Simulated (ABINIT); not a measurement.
**CO2 (I-42d): zone-centre phonons**

Aim: the zone-centre modes of CO2 (I-42d).

Calculated with ABINIT 10.8.3; DFT LDA, scalar-relativistic, plane waves, PseudoDojo norm-conserving pseudopotentials.

## 1. The structure

The structure is tetragonal, space group I-42d (No. 122). Conventional cell: a = 3.949 Å, b = 3.949 Å, c = 6.028 Å, α = 90.00°, β = 90.00°, γ = 90.00°. Nearest to C lie 4 O at 1.40 Å. Nearest to O lie 2 C at 1.40 Å. Farther neighbours and most contacts between anions are not listed.

Structure file:

```cif
data_structure
_symmetry_space_group_name_H-M 'P 1'
_symmetry_Int_Tables_number 1
_cell_length_a 4.1090
_cell_length_b 4.1090
_cell_length_c 4.1090
_cell_angle_alpha 122.552
_cell_angle_beta 122.552
_cell_angle_gamma 85.634
_cell_volume 47.01
loop_
_atom_site_label
_atom_site_type_symbol
_atom_site_fract_x
_atom_site_fract_y
_atom_site_fract_z
_atom_site_occupancy
C1 C 0.75000 0.25000 0.50000 1
C2 C 0.00000 0.00000 0.00000 1
O3 O 0.70980 0.12500 0.08480 1
O4 O 0.04020 0.62500 0.91520 1
O5 O 0.37500 0.29020 0.41520 1
O6 O 0.87500 0.95980 0.58480 1
```

## 2. A probe with smearing

A first run with smearing and empty bands tells whether the crystal has a gap, which decides between fixed occupations and smearing later on.

Contents of probe.abi:

```
# ground state
tolvrs 1.0d-08
prtden 1
prtwf 1

# basis, mesh and filling
ecut 37.0
ngkpt 6 6 6
nshiftk 1
shiftk 0.0 0.0 0.0
istwfk *1
occopt 7
tsmear 0.005
nband 24
nstep 100
diemac 9.0
prtebands 0
prtgsr 0
useylm 1

# cell and atoms
acell 7.764829016 7.764829016 7.764829016
rprim 
    -0.4805892304 0.4805892304 0.733531174
    0.4805892304 -0.4805892304 0.733531174
    0.4805892304 0.4805892304 -0.733531174
ntypat 2
znucl 6 8
natom 6
typat 1 1 2 2 2 2
xred 
    0.75 0.25 0.5
    0.0 0.0 0.0
    0.7097980000 0.125 0.0847980000
    0.0402020000 0.625 0.9152020000
    0.375 0.2902020000 0.4152020000
    0.875 0.9597980000 0.5847980000
pp_dirpath "./pseudo"
pseudos "C.upf, O.upf"
```

On the command line:

```console
OMP_NUM_THREADS=1 mpirun -n 16 abinit probe.abi > probe.log
```

Numbers of over 12 decimals in the logs are rounded to 6 here.

probe.abo, the main output file:

```text
[banners, grids, parts of the stress and lines that vanish by symmetry left out]
- input  file    -> probe.abi
- output file    -> probe.abo
- root for input  files -> probei
[...]
Symmetries : space group I-4 2 d (#122); Bravais tI (body-center tetrag.)
[...]
mpw =        3428          nfft =       91125          nkpt =          30
[...]
== DATASET  1 ==================================================================
[...]
cutoff_energies: {ecut:  37.0, pawecutdg:  -1.0, }
[...]
ETOT  1  -77.782441691036    -7.778E+01 1.323E-01 5.202E+02
 ETOT  2  -77.799666379335    -1.722E-02 2.147E-02 5.759E+02
 ETOT  3  -77.989031497915    -1.894E-01 9.423E-03 4.112E+00
 ETOT  4  -77.990424264963    -1.393E-03 4.795E-03 1.177E-01
 ETOT  5  -77.990445463826    -2.120E-05 6.440E-03 1.738E-03
 ETOT  6  -77.990445773501    -3.097E-07 5.676E-03 7.212E-05
 ETOT  7  -77.990445780945    -7.444E-09 1.667E-03 1.098E-06
 ETOT  8  -77.990445781235    -2.901E-10 1.176E-03 3.674E-09
 At SCF step    8       vres2   =  3.67E-09 < tolvrs=  1.00E-08 =>converged.
[...]
sigma(1 1)=  4.92037267E-04  sigma(3 2)=  0.00000000E+00
  sigma(2 2)=  4.92037267E-04  sigma(3 1)=  0.00000000E+00
  sigma(3 3)=  5.20495137E-04  sigma(2 1)=  0.00000000E+00
[...]
convergence: {deltae: -2.901E-10, res2:  3.674E-09, residm:  1.176E-03, diffor: null, }
etotal    :  -7.79904458E+01
[...]
sigma(1 1)=  4.92037267E-04  sigma(3 2)=  0.00000000E+00
  sigma(2 2)=  4.92037267E-04  sigma(3 1)=  0.00000000E+00
  sigma(3 3)=  5.20495137E-04  sigma(2 1)=  0.00000000E+00
[...]
- sigma(1 1)=  1.44762362E+01  sigma(3 2)=  0.00000000E+00
- sigma(2 2)=  1.44762362E+01  sigma(3 1)=  0.00000000E+00
- sigma(3 3)=  1.53134956E+01  sigma(2 1)=  0.00000000E+00
[...]
fcart     -2.1139489844E-31 -2.3196681159E-48 -1.0152161755E-19
           strten      4.9203726667E-04  4.9203726667E-04  5.2049513681E-04
================================================================================

[key lines of the parts left out:]
pressure_GPa:  -1.4755E+01
```

It took 7.8 s on 16 MPI ranks of Arm Neoverse V2, shared host.

This step gave:

```
volume per atom   : 7.836 Å³
pressure          : -14.76 GPa
gap on the k-mesh : 7.451 eV
```

A gap of 7.5 eV opens on this mesh, so the crystal is taken as an insulator; the printed pressure holds the stress of the finite basis too.

## 3. Relaxing the cell and atoms

The harmonic expansion needs vanishing forces, and a free crystal bears no stress, so cell and atoms are brought to rest. Stress is more sensitive to the basis than forces are: the last 3 Ha under the cutoff are smoothed with ecutsm, and the cutoff is raised above that of the later runs.

Contents of relax.abi:

```
# relaxation
ionmov 2
optcell 2
dilatmx 1.08
ntime 40
tolmxf 1.0d-05
tolvrs 1.0d-14
prtwf 0
prtden 0
chksymtnons 0

# basis, mesh and filling
ecut 46.0
ecutsm 3.0
ngkpt 6 6 6
nshiftk 1
shiftk 0.0 0.0 0.0
istwfk *1
occopt 1
nband 16
nstep 100
diemac 9.0
prtebands 0
prtgsr 0
useylm 1

# cell and atoms
acell 7.764829016 7.764829016 7.764829016
rprim 
    -0.4805892304 0.4805892304 0.733531174
    0.4805892304 -0.4805892304 0.733531174
    0.4805892304 0.4805892304 -0.733531174
ntypat 2
znucl 6 8
natom 6
typat 1 1 2 2 2 2
xred 
    0.75 0.25 0.5
    0.0 0.0 0.0
    0.7097980000 0.125 0.0847980000
    0.0402020000 0.625 0.9152020000
    0.375 0.2902020000 0.4152020000
    0.875 0.9597980000 0.5847980000
pp_dirpath "./pseudo"
pseudos "C.upf, O.upf"
```

On the command line:

```console
OMP_NUM_THREADS=1 mpirun -n 16 abinit relax.abi > relax.log
```

relax.abo, the main output file:

```text
[banners, grids, parts of the stress and lines that vanish by symmetry left out]
- input  file    -> relax.abi
- output file    -> relax.abo
- root for input  files -> relaxi
[...]
Symmetries : space group I-4 2 d (#122); Bravais tI (body-center tetrag.)
[...]
mpw =        5995          nfft =      157464          nkpt =          30
[...]
== DATASET  1 ==================================================================
[...]
cutoff_energies: {ecut:  46.0, pawecutdg:  -1.0, }
[...]
ETOT  1  -77.753633181977    -7.775E+01 1.883E-01 6.883E+02
 ETOT  2  -77.885050257881    -1.314E-01 4.679E-03 5.369E+02
 ETOT  3  -77.989089944850    -1.040E-01 7.012E-04 1.674E+01
 ETOT  4  -77.991419314013    -2.329E-03 7.593E-06 1.309E+00
 ETOT  5  -77.991582575305    -1.633E-04 1.538E-06 1.289E-01
[...]
At SCF step   13       vres2   =  5.37E-15 < tolvrs=  1.00E-14 =>converged.
[...]
sigma(1 1)=  4.46145389E-04  sigma(3 2)=  0.00000000E+00
  sigma(2 2)=  4.46145389E-04  sigma(3 1)=  0.00000000E+00
  sigma(3 3)=  4.74113663E-04  sigma(2 1)=  0.00000000E+00
[...]
convergence: {deltae:  0.000E+00, res2:  5.371E-15, residm:  9.534E-19, diffor: null, }
etotal    :  -7.79915971E+01
[...]
ETOT  1  -77.970447484715    -7.797E+01 7.653E-01 3.647E+02
[...]
At SCF step   13       vres2   =  4.76E-15 < tolvrs=  1.00E-14 =>converged.
[...]
sigma(1 1)=  2.80404048E-05  sigma(3 2)=  0.00000000E+00
  sigma(2 2)=  2.80404048E-05  sigma(3 1)=  0.00000000E+00
  sigma(3 3)=  1.00596733E-04  sigma(2 1)=  0.00000000E+00
[...]
convergence: {deltae:  1.094E-12, res2:  4.763E-15, residm:  2.335E-19, diffor: null, }
etotal    :  -7.79950836E+01
[...]
ETOT  1  -77.994581286444    -7.799E+01 2.554E-02 7.316E+00
[...]
At SCF step   12       vres2   =  4.26E-15 < tolvrs=  1.00E-14 =>converged.
[...]
sigma(1 1)= -8.41551376E-06  sigma(3 2)=  0.00000000E+00
  sigma(2 2)= -8.41551376E-06  sigma(3 1)=  0.00000000E+00
  sigma(3 3)=  4.77870099E-05  sigma(2 1)=  0.00000000E+00
[...]
convergence: {deltae:  1.251E-12, res2:  4.258E-15, residm:  1.641E-19, diffor: null, }
etotal    :  -7.79952374E+01
[...]
ETOT  1  -77.992972239455    -7.799E+01 1.190E-02 2.161E+01
[...]
At SCF step   12       vres2   =  1.39E-15 < tolvrs=  1.00E-14 =>converged.
[...]
sigma(1 1)= -2.84629364E-05  sigma(3 2)=  0.00000000E+00
  sigma(2 2)= -2.84629364E-05  sigma(3 1)=  0.00000000E+00
  sigma(3 3)= -3.01091824E-05  sigma(2 1)=  0.00000000E+00
[...]
convergence: {deltae: -3.013E-12, res2:  1.395E-15, residm:  1.736E-19, diffor: null, }
etotal    :  -7.79954664E+01
[...]
ETOT  1  -77.995229471438    -7.800E+01 5.895E-03 1.833E+00
[...]
sigma(1 1)= -4.48191156E-06  sigma(3 2)=  0.00000000E+00
  sigma(2 2)= -4.48191156E-06  sigma(3 1)=  0.00000000E+00
[...]
convergence: {deltae:  5.116E-13, res2:  5.770E-15, residm:  7.519E-19, diffor: null, }
etotal    :  -7.79955209E+01
[...]
ETOT  1  -77.995510622637    -7.800E+01 1.490E+01 2.564E-01
[...]
convergence: {deltae:  1.720E-12, res2:  6.639E-16, residm:  1.728E-19, diffor: null, }
etotal    :  -7.79955369E+01
[...]
ETOT  1  -77.995524425554    -7.800E+01 3.676E-06 2.123E-01
[...]
convergence: {deltae:  4.547E-13, res2:  9.339E-16, residm:  3.115E-19, diffor: null, }
etotal    :  -7.79955511E+01
[...]
ETOT  1  -77.995477899843    -7.800E+01 1.367E+01 5.835E-01
[...]
convergence: {deltae: -9.805E-13, res2:  4.205E-15, residm:  5.345E-19, diffor: null, }
etotal    :  -7.79955686E+01
[...]
ETOT  1  -77.995508308638    -7.800E+01 1.038E-04 5.452E-01
[...]
convergence: {deltae:  1.421E-13, res2:  3.640E-15, residm:  2.485E-19, diffor: null, }
etotal    :  -7.79955771E+01
[...]
ETOT  1  -77.995569604815    -7.800E+01 1.013E-07 1.173E-01
[...]
convergence: {deltae:  1.165E-12, res2:  3.125E-15, residm:  2.640E-19, diffor: null, }
etotal    :  -7.79955787E+01
[...]
ETOT  1  -77.995578532746    -7.800E+01 8.297E-08 4.340E-03
[...]
At SCF step   11       vres2   =  2.23E-16 < tolvrs=  1.00E-14 =>converged.
[...]
sigma(2 2)=  8.52213222E-08  sigma(3 1)=  0.00000000E+00
  sigma(3 3)=  2.21588703E-07  sigma(2 1)=  0.00000000E+00
[...]
convergence: {deltae: -6.679E-13, res2:  2.230E-16, residm:  1.960E-20, diffor: null, }
etotal    :  -7.79955788E+01
[...]
ETOT  1  -77.995578807124    -7.800E+01 1.856E-11 1.948E-05
[...]
ETOT  7  -77.995578808748    -3.979E-13 5.394E-18 4.333E-14
 ETOT  8  -77.995578808747     6.537E-13 2.929E-19 2.023E-15
 At SCF step    8       vres2   =  2.02E-15 < tolvrs=  1.00E-14 =>converged.
[...]
sigma(1 1)= -6.62186176E-09  sigma(3 2)=  0.00000000E+00
  sigma(2 2)= -6.62186176E-09  sigma(3 1)=  0.00000000E+00
  sigma(3 3)=  5.69816874E-09  sigma(2 1)=  0.00000000E+00
[...]
convergence: {deltae:  6.537E-13, res2:  2.023E-15, residm:  2.929E-19, diffor: null, }
etotal    :  -7.79955788E+01
[...]
At Broyd/MD step  12, gradients are converged :
[...]
sigma(1 1)= -6.62186176E-09  sigma(3 2)=  0.00000000E+00
  sigma(2 2)= -6.62186176E-09  sigma(3 1)=  0.00000000E+00
  sigma(3 3)=  5.69816874E-09  sigma(2 1)=  0.00000000E+00
[...]
- sigma(1 1)= -1.94821899E-04  sigma(3 2)=  0.00000000E+00
- sigma(2 2)= -1.94821899E-04  sigma(3 1)=  0.00000000E+00
- sigma(3 3)=  1.67645912E-04  sigma(2 1)=  0.00000000E+00
[...]
fcart     -5.4976160840E-25 -2.9992913609E-25  2.0364657149E-27
           strten     -6.6218617620E-09 -6.6218617603E-09  5.6981687389E-09
================================================================================

[key lines of the parts left out:]
pressure_GPa:   7.3999E-05
Total energy (etotal) [Ha]= -7.79955788087473E+01
```

The job ended after 1.8 min (16 MPI ranks).

Relaxation path:

| step | energy less that of the first step (eV) | largest force (eV/Å) | volume (Å³) |
| --- | --- | --- | --- |
| 1 | 0.0000 | 0.5071 | 47.01 |
| 2 | -0.0949 | 0.2033 | 45.11 |
| 3 | -0.0991 | 0.2313 | 44.85 |
| 4 | -0.1053 | 0.1614 | 44.40 |
| 5 | -0.1068 | 0.0691 | 44.31 |
| 6 | -0.1072 | 0.0221 | 44.32 |
| 7 | -0.1076 | 0.0085 | 44.32 |
| 8 | -0.1081 | 0.0282 | 44.27 |
| 9 | -0.1083 | 0.0193 | 44.21 |
| 10 | -0.1083 | 0.0047 | 44.18 |
| 11 | -0.1083 | 0.0004 | 44.17 |
| 12 | -0.1083 | 0.0000 | 44.17 |

| conventional cell, symmetrised | before | after | change |
| --- | --- | --- | --- |
| a (Å) | 3.949 | 3.871 | -2.0 % |
| b (Å) | 3.949 | 3.871 | -2.0 % |
| c (Å) | 6.028 | 5.897 | -2.2 % |
| volume (Å³/atom) | 7.84 | 7.36 | -6.0 % |

The atoms that moved most (Å, as changes of fractional coordinates times the final cell):

| atom | dx | dy | dz | length |
| --- | --- | --- | --- | --- |
| O3 | 0.000 | -0.016 | 0.000 | 0.016 |
| O5 | 0.016 | 0.000 | 0.000 | 0.016 |
| O4 | 0.000 | 0.016 | 0.000 | 0.016 |
| O6 | -0.016 | 0.000 | 0.000 | 0.016 |

The relaxed structure:

```cif
data_structure
_symmetry_space_group_name_H-M 'P 1'
_symmetry_Int_Tables_number 1
_cell_length_a 4.0229
_cell_length_b 4.0229
_cell_length_c 4.0229
_cell_angle_alpha 122.487
_cell_angle_beta 122.487
_cell_angle_gamma 85.743
_cell_volume 44.17
loop_
_atom_site_label
_atom_site_type_symbol
_atom_site_fract_x
_atom_site_fract_y
_atom_site_fract_z
_atom_site_occupancy
C1 C 0.75000 0.25000 0.50000 1
C2 C 0.00000 0.00000 0.00000 1
O3 O 0.70572 0.12500 0.08072 1
O4 O 0.04428 0.62500 0.91928 1
O5 O 0.37500 0.29428 0.41928 1
O6 O 0.87500 0.95572 0.58072 1
```

This step gave:

```yaml
volume_per_atom: 7.362 Å³
pressure: 7.40e-5 GPa
```

The volume changes by -6.0 % in this run and stands -6.0 % from the first cell.

## 4. Self-consistent run for the response

The response is built on these wavefunctions, so the potential is converged far more tightly than an energy would need. The mesh is shifted off Γ, since shifted meshes converge sums over the zone faster.

Contents of gs.abi:

```
# ground state
tolvrs 1.0d-16
prtden 1
prtwf 1

# basis, mesh and filling
ecut 37.0
ngkpt 8 8 8
nshiftk 1
shiftk 0.5 0.5 0.5
istwfk *1
occopt 1
nband 16
nstep 100
diemac 9.0
prtebands 0
prtgsr 0
useylm 1

# cell and atoms
acell 7.602135038 7.602135038 7.602135038
rprim 
    -0.481086565 0.481086565 0.7328788672
    0.481086565 -0.481086565 0.7328788672
    0.481086565 0.481086565 -0.7328788672
ntypat 2
znucl 6 8
natom 6
typat 1 1 2 2 2 2
xred 
    0.75 0.25 0.5
    0.0 0.0 0.0
    0.7057193169 0.125 0.0807193169
    0.0442806831 0.625 0.9192806831
    0.375 0.2942806831 0.4192806831
    0.875 0.9557193169 0.5807193169
pp_dirpath "./pseudo"
pseudos "C.upf, O.upf"
```

On the command line:

```console
OMP_NUM_THREADS=1 mpirun -n 16 abinit gs.abi > gs.log
```

gs.abo, the main output file:

```text
[banners, grids, parts of the stress and lines that vanish by symmetry left out]
- input  file    -> gs.abi
- output file    -> gs.abo
- root for input  files -> gsi
[...]
Symmetries : space group I-4 2 d (#122); Bravais tI (body-center tetrag.)
[...]
mpw =        3219          nfft =       91125          nkpt =          56
[...]
== DATASET  1 ==================================================================
[...]
cutoff_energies: {ecut:  37.0, pawecutdg:  -1.0, }
[...]
ETOT  1  -77.768291261471    -7.777E+01 3.145E-01 4.063E+02
 ETOT  2  -77.893788164803    -1.255E-01 1.208E-03 3.094E+02
 ETOT  3  -77.992525271643    -9.874E-02 6.148E-04 7.637E+00
 ETOT  4  -77.994322364253    -1.797E-03 5.582E-06 5.341E-01
 ETOT  5  -77.994433707710    -1.113E-04 1.051E-06 4.436E-02
[...]
ETOT 14  -77.994441453921    -2.416E-13 3.575E-20 1.561E-16
 ETOT 15  -77.994441453921    -4.832E-13 3.910E-22 5.169E-18
 At SCF step   15       vres2   =  5.17E-18 < tolvrs=  1.00E-16 =>converged.
[...]
sigma(1 1)=  4.83336333E-05  sigma(3 2)=  0.00000000E+00
  sigma(2 2)=  4.83336333E-05  sigma(3 1)=  0.00000000E+00
  sigma(3 3)=  4.89031678E-05  sigma(2 1)=  0.00000000E+00
[...]
convergence: {deltae: -4.832E-13, res2:  5.169E-18, residm:  3.910E-22, diffor: null, }
etotal    :  -7.79944415E+01
[...]
sigma(1 1)=  4.83336333E-05  sigma(3 2)=  0.00000000E+00
  sigma(2 2)=  4.83336333E-05  sigma(3 1)=  0.00000000E+00
  sigma(3 3)=  4.89031678E-05  sigma(2 1)=  0.00000000E+00
[...]
- sigma(1 1)=  1.42202459E+00  sigma(3 2)=  0.00000000E+00
- sigma(2 2)=  1.42202459E+00  sigma(3 1)=  0.00000000E+00
- sigma(3 3)=  1.43878087E+00  sigma(2 1)=  0.00000000E+00
[...]
fcart     -1.1293772621E-21  8.6278307356E-31  9.7010497947E-22
           strten      4.8333633262E-05  4.8333633262E-05  4.8903167755E-05
================================================================================

[key lines of the parts left out:]
pressure_GPa:  -1.4276E+00
```

Run time: 14 s. Hardware: 16 MPI ranks; 3.7 min of CPU time.

Numbers from this step:

| Item | Value |
| --- | --- |
| pressure | -1.428 GPa |

The cell stands at -1.4 GPa: the relaxation ran with a smoothed and higher cutoff and on another k mesh.

## 5. Empty bands

Empty bands on the ground state's density check that the gap assumed so far is there in this cell.

Contents of gap.abi:

```
# empty bands on the ground state's density
iscf -2
getden_filepath "gso_DEN"
tolwfr 1.0d-12
nbdbuf 2
prtwf 0

# basis, mesh and filling
ecut 37.0
ngkpt 8 8 8
nshiftk 1
shiftk 0.0 0.0 0.0
istwfk *1
occopt 1
nband 20
nstep 100
diemac 9.0
prtebands 0
prtgsr 0
useylm 1

# cell and atoms
acell 7.602135038 7.602135038 7.602135038
rprim 
    -0.481086565 0.481086565 0.7328788672
    0.481086565 -0.481086565 0.7328788672
    0.481086565 0.481086565 -0.7328788672
ntypat 2
znucl 6 8
natom 6
typat 1 1 2 2 2 2
xred 
    0.75 0.25 0.5
    0.0 0.0 0.0
    0.7057193169 0.125 0.0807193169
    0.0442806831 0.625 0.9192806831
    0.375 0.2942806831 0.4192806831
    0.875 0.9557193169 0.5807193169
pp_dirpath "./pseudo"
pseudos "C.upf, O.upf"
```

On the command line:

```console
OMP_NUM_THREADS=1 mpirun -n 16 abinit gap.abi > gap.log
```

gap.abo, the main output file:

```text
[banners, grids, parts of the stress and lines that vanish by symmetry left out]
- input  file    -> gap.abi
- output file    -> gap.abo
- root for input  files -> gapi
[...]
Symmetries : space group I-4 2 d (#122); Bravais tI (body-center tetrag.)
[...]
mpw =        3230          nfft =       91125          nkpt =          59
[...]
== DATASET  1 ==================================================================
[...]
cutoff_energies: {ecut:  37.0, pawecutdg:  -1.0, }
[...]
-outvars: echo values of variables after computation
            acell      7.6021350380E+00  7.6021350380E+00  7.6021350380E+00 Bohr
================================================================================
```

Elapsed: 11 s, on 16 MPI ranks.

Read from the output:

* gap on the k-mesh: 7.585 eV

In this cell the gap on the mesh is 7.6 eV, indirect (smallest direct 8.1 eV), so fixed occupations hold.

(Part 1 of 3 ends here.)

[Host names and launcher messages were left out of these logs when they were recorded.]

[Logs are printed without paths, hosts, clocks, repeated set-up lines and the standing remarks that a program may print on its own settings, such as how far it seeks lower states.]

[Hosts, paths, dates, database ids (printed as entryN), source tags and the programs' standing remarks are cut or masked in the printed files.]
